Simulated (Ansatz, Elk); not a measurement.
# Dielectric function and optical constants of InF (model structure)

Aim: the dielectric function of InF (model structure), and the optical constants that follow from it. The cell was made here by substitution or stacking, whether or not such a phase is known. It was built so: All Cl replaced by F and Tl replaced by In in the Pm-3m structure of TlCl. The cell is first relaxed with Ansatz.

Method: DFT, PBE, all-electron APW+lo, Dirac cores, scalar-relativistic bands, independent-particle optical response without local fields, in Elk 11.2.3 (patched build).

This is a report of a sequence of runs, with the program logs left out and the cost of each run kept.

**1. The starting structure**

Symmetry: Pm-3m, No. 221, cubic system. The conventional cell has a = 3.163 Å, b = 3.163 Å, c = 3.163 Å, α = 90.00°, β = 90.00°, γ = 90.00°. Nearest to In lie 8 F at 2.74 Å. Nearest to F lie 8 In at 2.74 Å. Farther neighbours, and contacts between anions beyond the nearest, are not listed.

**2. Relaxation**

Spectra hang on bond lengths, so the cell is first brought to its minimum.

This step: DFT, PBE, plane-wave PAW, default files, scalar-relativistic, relaxation (Ansatz 0.2.0).

input.yaml reads:

```yaml
crystal:
  lattice:
    - [3.16343806, 0.0, 0.0]
    - [0.0, 3.16343806, 0.0]
    - [0.0, 0.0, 3.16343806]
  atoms:
    - { symbol: In, position: [0.0, 0.0, 0.0] }
    - { symbol: F, position: [0.5, 0.5, 0.5] }
kpoints:
  mp_grid: { grid: [7, 7, 7] }
scf:
  occupations: { method: fermi_dirac, width: 0.05 }
hamiltonian:
  xc: pbe
output:
  forces: true
  stress: true
relax:
  f_tol: 0.02
  max_steps: 50
  cell: {}
```

The run is started by

```
$ ansatz run input.yaml --threads 4 --pin off --max-ram 8192MiB --backend cpu --events-out ev --progress --plain --runs-dir out
```

Wall time 1.7 s (4 threads of Arm Neoverse V2, shared host); peak memory 0.3 GiB.

The steps of the relaxation:

| step | energy less that of the first step (eV) | largest force component (eV/Å) | pressure (GPa) | volume (Å³) |
| --- | --- | --- | --- | --- |
| 1 | 0.0000 | 0.0000 | 11.49 | 31.66 |
| 2 | -0.1539 | 0.0000 | 0.59 | 36.52 |
| 3 | -0.1538 | 0.0000 | 0.09 | 36.82 |
| 4 | -0.1537 | 0.0000 | 0.00 | 36.88 |
| 5* | -0.1870 | 0.0000 | 1.39 | 36.88 |
| 6 | -0.1894 | 0.0000 | 0.37 | 37.74 |
| 7 | -0.1886 | 0.0000 | -0.03 | 38.12 |
| 8* | -0.1921 | 0.0000 | -0.01 | 38.12 |

Relaxation steps marked * repeat the geometry before them on a plane-wave basis chosen anew for their cell, so energy and pressure can jump there.

Forces are held to the 48 operations that the program found; a distortion that breaks them can't arise in this run.

| conventional cell, symmetrised | before | after | change |
| --- | --- | --- | --- |
| a (Å) | 3.163 | 3.365 | +6.4 % |
| b (Å) | 3.163 | 3.365 | +6.4 % |
| c (Å) | 3.163 | 3.365 | +6.4 % |
| volume (Å³/atom) | 15.83 | 19.06 | +20.4 % |

Final coordinates:

```cif
data_structure
_symmetry_space_group_name_H-M 'P 1'
_symmetry_Int_Tables_number 1
_cell_length_a 3.3654
_cell_length_b 3.3654
_cell_length_c 3.3654
_cell_angle_alpha 90.000
_cell_angle_beta 90.000
_cell_angle_gamma 90.000
_cell_volume 38.12
loop_
_atom_site_label
_atom_site_type_symbol
_atom_site_fract_x
_atom_site_fract_y
_atom_site_fract_z
_atom_site_occupancy
In1 In 0.00000 0.00000 0.00000 1
F2 F 0.50000 0.50000 0.50000 1
```

The relaxation ends with a pressure of -0.01 GPa.

**3. Ground state**

First the ground state: is it a metal or has it a gap?

This step: DFT, PBE, all-electron APW+lo, Dirac cores, scalar-relativistic bands, ground state (Elk 11.2.3 (patched build)).

elk.in reads:

```
tasks
  0
  120

xctype
  20

nempty
  14

lorbcnd
  .true.

rgkmax
  7.0

swidth
  0.0018375

maxscl
  100

epsengy
  1e-05

sppath
  './'

avec
  6.359684083442 0.000000000000 0.000000000000
  0.000000000000 6.359684083442 0.000000000000
  0.000000000000 0.000000000000 6.359684083442

atoms
  2
  'In.in'
  1
  1.000000000000 0.000000000000 1.000000000000   0.000 0.000 0.000
  'F.in'
  1
  0.500000000000 0.500000000000 0.500000000000   0.000 0.000 0.000

ngridk
  10 10 10
```

The run is started by

```
$ OMP_NUM_THREADS=4 elk
```

Elapsed: 9.8 s, on 4 threads; peak memory 0.11 GiB.

Numbers from this step:

```
total energy           : -5983 Ha
Fermi energy           : 3.100 eV
DOS at the Fermi level : 0.06406 states/eV/cell
```

There are states at the Fermi level within the smearing, so the occupations stay smeared and the carriers get a Drude term.

**4. Independent particles**

With the density converged, the vertical transitions are summed over the zone.

This step: DFT, PBE, all-electron APW+lo, Dirac cores, scalar-relativistic bands, independent-particle optical response without local fields (Elk 11.2.3 (patched build)).

elk.in, as its differences from that of step 3:

```diff
@@ -1,4 +1,9 @@
 tasks
-  0
-  120
+  121
+
+optcomp
+  1 1
+
+intraband
+  .true.
 
@@ -17,9 +22,7 @@
 swidth
-  0.0018375
+  0.0036749
 
-maxscl
-  100
-
-epsengy
-  1e-05
+wplot
+  400 100 0
+  0.0 0.80849
```

The run is started by

```
$ OMP_NUM_THREADS=4 elk
```

The job ended after 1.5 s (4 threads; peak memory 0.04 GiB).

Numbers from this step:

```
centre of weight of the strongest loss peak in the window : 11.02 eV
Drude plasma energy, first axis                           : 1.203 eV
```

The Im ε, E ∥ x has structure finer than the step of the table below, so its rows give means over 0.5 eV. Peaks (eV: height): 1.32: 9.41, 2.31: 9.04, 3.36: 13.2, 3.85: 14.8, 4.40: 8.64, 4.95: 8.05, 6.49: 4.37.

Sum at mesh points, not converged in k. Im ε, E ∥ x against photon energy; means over each step:

photon energy (eV), Im ε, E ∥ x and a bar:
```
      1.0        2.9 ########
      1.5        6.1 ###################
      2.0        3.7 ###########
      2.5        5.7 #################
      3.0        7.6 #######################
      3.5        9.7 ##############################
      4.0        9.7 ##############################
      4.5        7.2 ######################
      5.0        6.8 #####################
      5.5        4.5 #############
      6.0        2.7 #######
      6.5        3.8 ###########
      7.0        3.3 #########
      7.5        2.6 #######
      8.0        1.6 ####
      8.5        1.3 ###
      9.0        1.4 ###
      9.5        1.3 ###
     10.0        0.9 ##
     10.5        0.9 ##
     11.0        0.5 #
     11.5        0.5 #
     12.0        0.5 #
     12.5        0.4 
     13.0        0.5 #
     13.5        0.6 #
     14.0        0.6 #
     14.5        0.8 #
     15.0        1.0 ##
     15.5        0.8 #
     16.0        0.8 #
     16.5        1.0 ##
     17.0        0.8 ##
     17.5        0.7 #
     18.0        0.6 #
     18.5        0.4 
     19.0        0.6 #
     19.5        0.5 
     20.0        0.3 
     20.5        0.4 
     21.0        0.5 #
     21.5        0.4
```

Values under 1 per cm are given as 1; sum at mesh points, not converged in k. Absorption coefficient, E ∥ x against photon energy:

| photon energy (eV) | absorption coefficient, E ∥ x (1/cm) |
| --- | --- |
| 0.99 | 42008 |
| 1.98 | 76299 |
| 3.03 | 3.0e5 |
| 4.02 | 9.5e5 |
| 5.01 | 1.1e6 |
| 6.00 | 6.5e5 |
| 6.99 | 1.0e6 |
| 7.98 | 9.0e5 |
| 9.02 | 8.0e5 |
| 10.01 | 7.0e5 |
| 11.00 | 5.8e5 |
| 11.99 | 3.5e5 |
| 12.98 | 3.1e5 |
| 14.03 | 3.8e5 |
| 15.02 | 6.9e5 |
| 16.01 | 5.7e5 |
| 17.00 | 8.2e5 |
| 17.99 | 7.4e5 |
| 18.98 | 6.4e5 |
| 20.02 | 3.7e5 |
| 21.01 | 6.5e5 |

The loss function −Im 1/ε at q → 0, E ∥ x has structure finer than the step of the table below, so its rows give means over 0.5 eV. Peaks (eV: height): 0.39: 0.349, 9.08: 0.856, 11.06: 2.24, 18.15: 1.16, 19.47: 0.918, 21.12: 0.660.

Sum at mesh points, not converged in k. Loss function −Im 1/ε at q → 0, E ∥ x against energy loss; means over each step:

| energy loss (eV) | loss function −Im 1/ε at q → 0, E ∥ x |
| --- | --- |
| 1.0 | 0.0209 |
| 1.5 | 0.0750 |
| 2.0 | 0.0362 |
| 2.5 | 0.0643 |
| 3.0 | 0.0561 |
| 3.5 | 0.0849 |
| 4.0 | 0.109 |
| 4.5 | 0.140 |
| 5.0 | 0.142 |
| 5.5 | 0.178 |
| 6.0 | 0.357 |
| 6.5 | 0.260 |
| 7.0 | 0.289 |
| 7.5 | 0.311 |
| 8.0 | 0.479 |
| 8.5 | 0.681 |
| 9.0 | 0.723 |
| 9.5 | 0.695 |
| 10.0 | 1.15 |
| 10.5 | 1.12 |
| 11.0 | 1.77 |
| 11.5 | 1.17 |
| 12.0 | 0.991 |
| 12.5 | 0.690 |
| 13.0 | 0.516 |
| 13.5 | 0.519 |
| 14.0 | 0.462 |
| 14.5 | 0.481 |
| 15.0 | 0.498 |
| 15.5 | 0.677 |
| 16.0 | 0.547 |
| 16.5 | 0.601 |
| 17.0 | 0.881 |
| 17.5 | 0.790 |
| 18.0 | 0.990 |
| 18.5 | 0.556 |
| 19.0 | 0.631 |
| 19.5 | 0.771 |
| 20.0 | 0.425 |
| 20.5 | 0.416 |
| 21.0 | 0.565 |
| 21.5 | 0.499 |

The reflectivity at normal incidence, E ∥ x has structure finer than the step of the table below, so its rows give means over 1 eV. Peaks (eV: height): 1.3: 36.7, 2.3: 34.6, 3.4: 42.2, 4.0: 50.5, 4.5: 41.6, 5.7: 49.2, 7.8: 42.2.

Sum at mesh points, not converged in k. The reflectivity at normal incidence, E ∥ x by photon energy; means over each step:

| photon energy (eV) | reflectivity at normal incidence, E ∥ x (%) |
| --- | --- |
| 1 | 27.7 |
| 2 | 27.1 |
| 3 | 33.5 |
| 4 | 38.1 |
| 5 | 38.4 |
| 6 | 31.1 |
| 7 | 32.6 |
| 8 | 34.5 |
| 9 | 22.4 |
| 10 | 21.5 |
| 11 | 14.6 |
| 12 | 4.53 |
| 13 | 1.95 |
| 14 | 2.44 |
| 15 | 4.41 |
| 16 | 3.71 |
| 17 | 6.03 |
| 18 | 4.44 |
| 19 | 2.70 |
| 20 | 1.46 |
| 21 | 2.01 |

At chosen wavelengths:

| wavelength (nm) | n | k | R (%) | 1/α |
| --- | --- | --- | --- | --- |
| 1064 | 3.60 | 0.576 | 33.0 | 147 nm |
| 633 | 3.05 | 0.364 | 26.2 | 138 nm |
| 450 | 3.08 | 1.172 | 31.6 | 31 nm |
| 365 | 2.74 | 2.215 | 42.1 | 13 nm |
| 308 | 1.63 | 2.244 | 45.4 | 11 nm |
| 248 | 1.85 | 2.130 | 41.6 | 9.3 nm |
| 193 | 1.50 | 1.334 | 25.3 | 12 nm |

A polished face would reflect 30 % of daylight and look grey (CIE x = 0.313, y = 0.332 under D65).

**5. Results**

| Property | Result |
| --- | --- |
| Drude plasma energy, first axis | 1.20 eV |
| centre of weight of the strongest loss peak in the window, first axis | 11.0 eV |

**Reading.** At this level (PBE, independent particles) InF is a semimetal or has a tiny gap, with few carriers whose number hangs on mesh and smearing, and a Drude plasma energy of 1.2 eV. The mesh is too coarse to trust the carriers' weight, the reflectivity or the colour to better than tens of per cent. The cell grew by 20.4 % in volume. Along x the bare Drude plasma energy is 1.2 eV; Re ε first rises through zero at 0.37 eV, far lower, because interband transitions screen the carriers. Im ε is 2.9 there, so the loss peak at that energy is weak. A polished face would reflect 30 % of daylight and look grey (CIE x = 0.313, y = 0.332 under D65). The carriers' damping of 0.1 eV is typed, not computed; at 0.8 eV the carriers give 23 % of Im ε, the rest is interband. Spin-orbit coupling is left out although heavy atoms are present. The sum runs over mesh points 0.19 Å⁻¹ apart with no interpolation, so peaks are partly noise of the mesh, and the Drude plasma energy, a sum over the Fermi surface, isn't converged.

[Long decimals in the printed logs are rounded to 6 places.]

[Machine, clock and banner lines and Python warnings are left out of the logs.]

[Logs are printed without paths, hosts, clocks, repeated set-up lines and the standing remarks that a program may print on its own settings, such as how far it seeks lower states.]

[Hosts, paths, dates, database ids (printed as entryN), source tags and the programs' standing remarks are cut or masked in the printed files.]

[Where Elk ran, warnings of its patched build on accuracy (core leakage, angular cutoffs, spin-orbit splittings, empty states, lower magnetic states) are left out.]

[Where the starting crystal was built by hand or by swapping elements, it need not be the compound's stable phase.]

[The count of steps not shown may lack steps that the program refused or didn't finish.]
